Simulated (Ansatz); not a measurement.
# Li(110)/SiO2(001) interface (160 atoms): geometry optimisation

Aim: bring Li(110)/SiO2(001) interface (160 atoms) to a nearby minimum of the energy and see what moves.

Calculated with Ansatz 0.2.0; Kohn-Sham DFT, RPBE, PAW (set soft_2), plane waves.

## 1. The structure

The cell holds 160 atoms: 40 Li, 40 Si and 80 O. Cell: a = 15.068 Å, b = 11.820 Å, c = 20.763 Å, α = 90.0°, β = 90.0°, γ = 101.3°. It derives from Li and SiO2. Bcc Li(110), 2 repeat layers, 20 surface cells, strained -0.86 and +1.53 %; rutile SiO2(001), 2 layers, 10 cells, +0.00 and +0.00 %; outer planes 2.29 Å apart, 12 Å of vacuum above; not relaxed, displaced by a Gaussian of 0.02 Å. Regions: Li, 40 atoms (40 Li); SiO2, 120 atoms (40 Si and 80 O). Vacuum lies along c.

What the set-up can't give: The host structure and its lattice constant were typed by rule, without a check against the phase diagram. The Brillouin zone is sampled at Γ only, in a cell whose shortest periodic width is 12 Å.

## 2. Single point at the start

The forces at the start show how far the geometry lies from a minimum of this functional.

input.yaml reads:

```yaml
crystal:
  lattice:
    - [15.0676, 0.0, 0.0]
    - [-2.31809, 11.59046, 0.0]
    - [0.0, 0.0, 20.76274]
  atoms:
    - { symbol: Li, position: [0.10234, 0.75145, 0.2877] }
    - { symbol: Li, position: [0.14936, 0.62589, 0.40804] }
    - { symbol: Li, position: [0.30303, 0.75476, 0.28948] }
    - { symbol: Li, position: [0.34828, 0.62518, 0.41004] }
    - { symbol: Li, position: [0.49993, 0.74939, 0.29056] }
    - { symbol: Li, position: [0.55038, 0.6256, 0.40708] }
    - { symbol: Li, position: [0.70218, 0.75025, 0.28932] }
    - { symbol: Li, position: [0.75108, 0.62445, 0.409] }
    - { symbol: Li, position: [0.89908, 0.75236, 0.291] }
    - { symbol: Li, position: [0.94958, 0.62527, 0.40732] }
    - { symbol: Li, position: [0.00171, 0.50061, 0.28845] }
    - { symbol: Li, position: [0.05004, 0.3749, 0.40864] }
    - { symbol: Li, position: [0.19983, 0.50044, 0.28878] }
    - { symbol: Li, position: [0.25084, 0.37627, 0.40733] }
    - { symbol: Li, position: [0.40046, 0.50248, 0.28839] }
    - { symbol: Li, position: [0.44867, 0.37595, 0.40898] }
    - { symbol: Li, position: [0.60056, 0.50199, 0.28893] }
    - { symbol: Li, position: [0.64937, 0.37757, 0.4084] }
    - { symbol: Li, position: [0.80089, 0.50162, 0.28779] }
    - { symbol: Li, position: [0.85127, 0.37246, 0.40791] }
    - { symbol: Li, position: [0.09897, 0.2485, 0.28875] }
    - { symbol: Li, position: [0.14855, 0.12438, 0.40921] }
    - { symbol: Li, position: [0.301, 0.2495, 0.28844] }
    - { symbol: Li, position: [0.34835, 0.12211, 0.4076] }
    - { symbol: Li, position: [0.50137, 0.25125, 0.28921] }
    - { symbol: Li, position: [0.54869, 0.12429, 0.40981] }
    - { symbol: Li, position: [0.69962, 0.24673, 0.2874] }
    - { symbol: Li, position: [0.74733, 0.12063, 0.40924] }
    - { symbol: Li, position: [0.90054, 0.25281, 0.28894] }
    - { symbol: Li, position: [0.9489, 0.12474, 0.40769] }
    - { symbol: Li, position: [0.99926, 0.00242, 0.2892] }
    - { symbol: Li, position: [0.04985, 0.87699, 0.40902] }
    [... 122 atom lines left out ...]
    - { symbol: Si, position: [0.12407, 0.07471, 0.64554] }
    - { symbol: Si, position: [0.92486, 0.0243, 0.71084] }
    - { symbol: O, position: [0.00264, 0.04485, 0.64672] }
    - { symbol: O, position: [0.8482, 0.00263, 0.64594] }
    - { symbol: O, position: [0.92593, 0.86685, 0.71133] }
    - { symbol: O, position: [0.92396, 0.1729, 0.71006] }
kpoints:
  mp_grid: { grid: [1, 1, 1] }
hamiltonian:
  xc: rpbe
scf:
  occupations: { method: gaussian, width: 0.025 }
output:
  forces: true
  populations: intrinsic
  dos:
    method: { smearing: { sigma: 0.1 } }
    de: 0.1
    projected:
      site_lists:
        Li: [0, 1, 2, 3, 4, 5, 6, 7, 8, 9, 10, 11, 12, 13, 14, 15, 16, 17, 18, 19, 20, 21, 22, 23, 24, 25, 26, 27, 28, 29, 30, 31, 32, 33, 34, 35, 36, 37, 38, 39]
        O: [O]
        Si: [Si]
  eigenvalues: true
```

Run with:

```
ansatz run input.yaml --threads 4 --pin off --max-ram 8192MiB --backend cpu --events-out ev --progress --plain --runs-dir out
```

Numbers of over 12 decimals in the logs are rounded to 6 here.

The log of the run:

```text
Engine: ansatz 0.2.0, aarch64-unknown-linux-gnu
Pseudopotentials: kind: paw
Pseudopotential: Li, paw, valence charge 3, recommended cutoff 420 eV (normal), Li.paw.azcp
Pseudopotential: Si, paw, valence charge 4, recommended cutoff 420 eV (normal), Si.paw.azcp
Pseudopotential: O, paw, valence charge 6, recommended cutoff 420 eV (normal), O.paw.azcp
[... 5 lines on functional and potentials left out ...]
Crystal: 160 atoms, lattice volume = 3626.014 Å³
Basis set: ecut = 420 eV, 70837 PW (Γ), exchange–correlation on 216×160×288 points (8 copies of the dense FFT grid, shifted against one another)
Bands: 540, of which v1, the nominal top of the filled ones, is band 380 counted from 1 (379 counted from 0)
Symmetry: 1 space group operations
Space group: P1 (ITA 1), of the structure as read, at distance tolerance 1.5e-4 Å
k-points: 1
[... 9 lines on functional and potentials left out ...]
Initial density: superposition of atomic densities (neutral atoms: chi_scale 0, normalization atom), corrected by the library's trained network
Initial wavefunctions: pseudopotential atomic-orbital guess
Functional: x = rpbe, c = pbe(β = 0.066725)
SCF iter   1: F=—  HF=-79336.158028 eV  |F-HF|=—  |Δ(HF+E_count)|=         —  Δρ=1.58e-2  dr2=1.85e2  ethr=1.77e-3  ⟨swp⟩=6.0  Hψ=2533  notcnv=0  defer=116
preconditioner: auto → LDOS  [metal: Δε(μ)=0.014 eV  Ē_g=11.935 eV  σ=0.025 eV  W_gap=0.31  n_scr=548 (ndim 8)  ℏωp=15.7 eV  f_vac=0.420  D(μ)=84.45/eV (n_scr^D=522)  β→1.0]
SCF iter   2: F=—  HF=-79332.019655 eV  |F-HF|=—  |Δ(HF+E_count)|=    4.14e0  Δρ=1.31e-2  dr2=2.87e1  ethr=1.77e-3  ⟨swp⟩=2.0  Hψ=626  notcnv=0  defer=154
SCF iter   3: F=—  HF=-79331.844853 eV  |F-HF|=—  |Δ(HF+E_count)|=   1.75e-1  Δρ=5.64e-3  dr2=3.40e0  ethr=1.77e-3  ⟨swp⟩=3.0  Hψ=475  notcnv=0  defer=154
SCF iter   4: F=—  HF=-79331.431246 eV  |F-HF|=—  |Δ(HF+E_count)|=   4.14e-1  Δρ=2.65e-3  dr2=8.18e-1  ethr=4.47e-4  ⟨swp⟩=2.0  Hψ=784  notcnv=0  defer=152
SCF iter   5: F=—  HF=-79331.382309 eV  |F-HF|=—  |Δ(HF+E_count)|=   4.89e-2  Δρ=1.50e-3  dr2=2.20e-1  ethr=1.08e-4  ⟨swp⟩=5.0  Hψ=404  notcnv=0  defer=152
SCF iter   6: F=—  HF=-79331.375702 eV  |F-HF|=—  |Δ(HF+E_count)|=   6.61e-3  Δρ=9.07e-4  dr2=1.24e-1  ethr=2.89e-5  ⟨swp⟩=4.0  Hψ=395  notcnv=0  defer=152
SCF iter   7: F=—  HF=-79331.375216 eV  |F-HF|=—  |Δ(HF+E_count)|=   4.86e-4  Δρ=1.50e-3  dr2=3.46e-1  ethr=1.64e-5  ⟨swp⟩=4.0  Hψ=399  notcnv=0  defer=152  recentre
SCF iter   8: F=—  HF=-79331.369498 eV  |F-HF|=—  |Δ(HF+E_count)|=   5.72e-3  Δρ=7.01e-4  dr2=6.13e-2  ethr=1.64e-5  ⟨swp⟩=3.0  Hψ=629  notcnv=0  defer=150
SCF iter   9: F=—  HF=-79331.367472 eV  |F-HF|=—  |Δ(HF+E_count)|=   2.03e-3  Δρ=3.07e-4  dr2=8.74e-3  ethr=8.06e-6  ⟨swp⟩=1.0  Hψ=390  notcnv=0  defer=150
SCF iter  10: F=—  HF=-79331.367349 eV  |F-HF|=—  |Δ(HF+E_count)|=   1.23e-4  Δρ=2.26e-4  dr2=5.12e-3  ethr=1.15e-6  ⟨swp⟩=2.0  Hψ=393  notcnv=0  defer=150
SCF iter  11: F=—  HF=-79331.367243 eV  |F-HF|=—  |Δ(HF+E_count)|=   1.06e-4  Δρ=1.09e-4  dr2=9.85e-4  ethr=6.73e-7  ⟨swp⟩=1.0  Hψ=390  notcnv=0  defer=150
SCF iter  12: F=—  HF=-79331.367238 eV  |F-HF|=—  |Δ(HF+E_count)|=   5.23e-6  Δρ=5.09e-5  dr2=2.08e-4  ethr=1.30e-7  ⟨swp⟩=2.0  Hψ=391  notcnv=0  defer=150
SCF iter  13: F=—  HF=-79331.367251 eV  |F-HF|=—  |Δ(HF+E_count)|=   1.27e-5  Δρ=3.02e-5  dr2=7.15e-5  ethr=2.74e-8  ⟨swp⟩=2.0  Hψ=425  notcnv=0  defer=150
SCF iter  14: F=—  HF=-79331.367717 eV  |F-HF|=—  |Δ(HF+E_count)|=   4.66e-4  Δρ=1.99e-5  dr2=2.46e-5  ethr=9.41e-9  ⟨swp⟩=3.0  Hψ=915  notcnv=0  defer=150
SCF iter  15: F=—  HF=-79331.367718 eV  |F-HF|=—  |Δ(HF+E_count)|=   9.01e-7  Δρ=1.21e-5  dr2=1.14e-5  ethr=3.23e-9  ⟨swp⟩=2.0  Hψ=627  notcnv=0  defer=150
SCF iter  16: F=—  HF=-79331.367718 eV  |F-HF|=—  |Δ(HF+E_count)|=   1.41e-7  Δρ=7.79e-6  dr2=3.32e-6  ethr=1.50e-9  ⟨swp⟩=2.0  Hψ=393  notcnv=0  defer=150
SCF iter  17: F=—  HF=-79331.367718 eV  |F-HF|=—  |Δ(HF+E_count)|=   2.71e-7  Δρ=5.10e-6  dr2=1.37e-6  ethr=4.37e-10  ⟨swp⟩=2.0  Hψ=627  notcnv=0  defer=150
SCF iter  18: F=—  HF=-79331.367718 eV  |F-HF|=—  |Δ(HF+E_count)|=   4.20e-8  Δρ=3.21e-6  dr2=5.48e-7  ethr=1.80e-10  ⟨swp⟩=2.0  Hψ=625  notcnv=0  defer=150
SCF iter  19: F=—  HF=-79331.367718 eV  |F-HF|=—  |Δ(HF+E_count)|=   3.36e-8  Δρ=2.24e-6  dr2=2.75e-7  ethr=7.21e-11  ⟨swp⟩=2.0  Hψ=646  notcnv=0  defer=150
SCF iter  20: F=-79331.367718 eV  HF=-79331.367718 eV  |F-HF|=7.07e-8  |Δ(HF+E_count)|=   6.02e-9  Δρ=1.32e-6  dr2=8.80e-8  ethr=1.32e-11  ⟨swp⟩=24.0  Hψ=4043  notcnv=0
SCF 1 converged in 20 iterations: F = -79331.367718 eV  dr2 = 8.80e-8
  greatest PAW one-centre occupation: 1.000 electrons in one spin orbital (limit 2), on the Li atom at site 25 (counted from 0), in its partial waves of l = 0
SCF converged after 20 iterations
Free energy (F): -79331.367718 eV
Harris-Foulkes:  -79331.367718 eV  (|F-HF|=7.07e-8)
Internal energy: -79331.331946 eV  (E = F + TS)
E sigma→0 (E₀):  -79331.349832 eV
Entropy (-TS):   -0.035772 eV (-0.224 meV/atom)
Fermi energy:    0.800606 eV
--- Per-component energies (eV) ---
  E_band       = -8096.655841
  E_kinetic    = 16887.545320
  E_local      = -421935.632250  (includes V_loc(G=0)·N_el)
  E_nonlocal   = 3321.959818
  E_hartree    = 203548.713055
  E_xc         = -8600.316991
  E_vxc        = -10013.088971  (∫ρ·V_xc dr)
  E_paw        = -34280.828780  (= ΣΔE_a)
  E_vpaw       = -3455.060872  (= ΣTr[D̂ρ^β])
  E_aug_tail   = 0.197788  (compensation charges beyond the density's cutoff)
  E_ewald      = 161729.661527
  E_core_change = -2.631430  (= ΣΔE_core)
  E_smearing   = -0.035772  (= −TS)
  E_closure    = -0.000000  (closes the sum)
  Σ components = -79331.367718   (vs F -79331.367718, Δ=0.00e0)
--- Forces (eV/Å), atoms counted from 1 ---
  atom   1  Li    -0.04449663    -0.01456791    -0.01859069
  atom   2  Li     0.39183171     0.40788358    -0.43246154
  atom   3  Li     0.00545376    -0.03953776     0.05906481
  atom   4  Li     0.07246303     0.05070021     1.49784341
  atom   5  Li     0.01366995     0.03232129     0.02660621
  atom   6  Li     0.49341539    -0.33605124    -0.40076166
  atom   7  Li    -0.01072300     0.00556474    -0.05464048
  atom   8  Li     0.07276162     0.24483586     0.87377759
  atom   9  Li     0.05856413    -0.00888783     0.07200692
  atom  10  Li     0.15385596    -0.22788866     0.95152052
  atom  11  Li    -0.05131544    -0.00047227     0.01777566
  atom  12  Li     0.00455222    -0.11460414     1.21119539
  atom  13  Li     0.03508167     0.03316343     0.02557824
  atom  14  Li    -0.65980309    -0.04771616     0.40892233
[...]
atom 159  O     -0.85280427     3.66144516     2.66685727
  atom 160  O      0.65292043    -3.60838651     3.22284080
  max |Σ_I F_I| component: 8.72e-5 eV/Å
--- Band table (eV) ---
  k-point 0: bands = ["-46.5726", "-46.5368", "-46.5291", "-46.5222", [... 524 levels ...], "8.4467", "8.4587", "8.4876", "8.5264", "8.5668", "8.6146", "8.6243", "8.6452", "8.6506", "8.6686", "8.6818", "8.7007"]
--- intrinsic populations: 160 sites ---
  site symbol       q [e]
     0     Li      2.9860
     1     Li      2.8027
     2     Li      2.9141
[...]
159      O      6.8164
  spilling = 0.000000 (of n_electrons = 760.000000)
```

Run time: 2.3 min. Hardware: 4 threads of Arm Neoverse V2, shared host; peak memory 4.9 GiB.

Reading the cycles: dr2 is the Hartree energy of the density residual (eV), the measure of convergence; HF is the Harris–Foulkes estimate of the energy, which meets the free energy F at convergence.

The run gave:

* free energy: -79331.3677 eV
* free energy per atom: -495.8210 eV/atom
* SCF cycles: 20
* r.m.s. force component: 1.619 eV/Å
* longest force: 5.749 eV/Å
* Fermi energy: 0.8006 eV
* levels partly filled by over 2 per cent: 4

The r.m.s. force component of 1.6 eV/Å sets the starting point.

Neighbours are counted within 2.16 Å (O-Si), cutoffs set anew for this text.

Length of the force by element and coordination:

| element | coordination | atoms | mean length of the force (eV/Å) | spread | least | most |
| --- | --- | --- | --- | --- | --- | --- |
| Li | all | 40 | 0.542 | 0.508 | 0.0192 | 1.50 |
| O | all | 80 | 2.68 | 1.60 | 0.311 | 5.75 |
| O | 2 | 40 | 4.10 | 0.808 | 2.71 | 5.75 |
| O | 3 | 40 | 1.26 | 0.654 | 0.311 | 2.88 |
| Si | all | 40 | 3.07 | 1.41 | 0.920 | 5.64 |
| Si | 4 | 20 | 4.18 | 1.13 | 2.03 | 5.64 |
| Si | 6 | 20 | 1.97 | 0.530 | 0.920 | 2.85 |

(Continued in part 2 of 3.)

[Logs are printed without paths, hosts, clocks, repeated set-up lines and the standing remarks that a program may print on its own settings, such as how far it seeks lower states.]

[Hosts, paths, dates, database ids (printed as entryN), source tags and the programs' standing remarks are cut or masked in the printed files.]
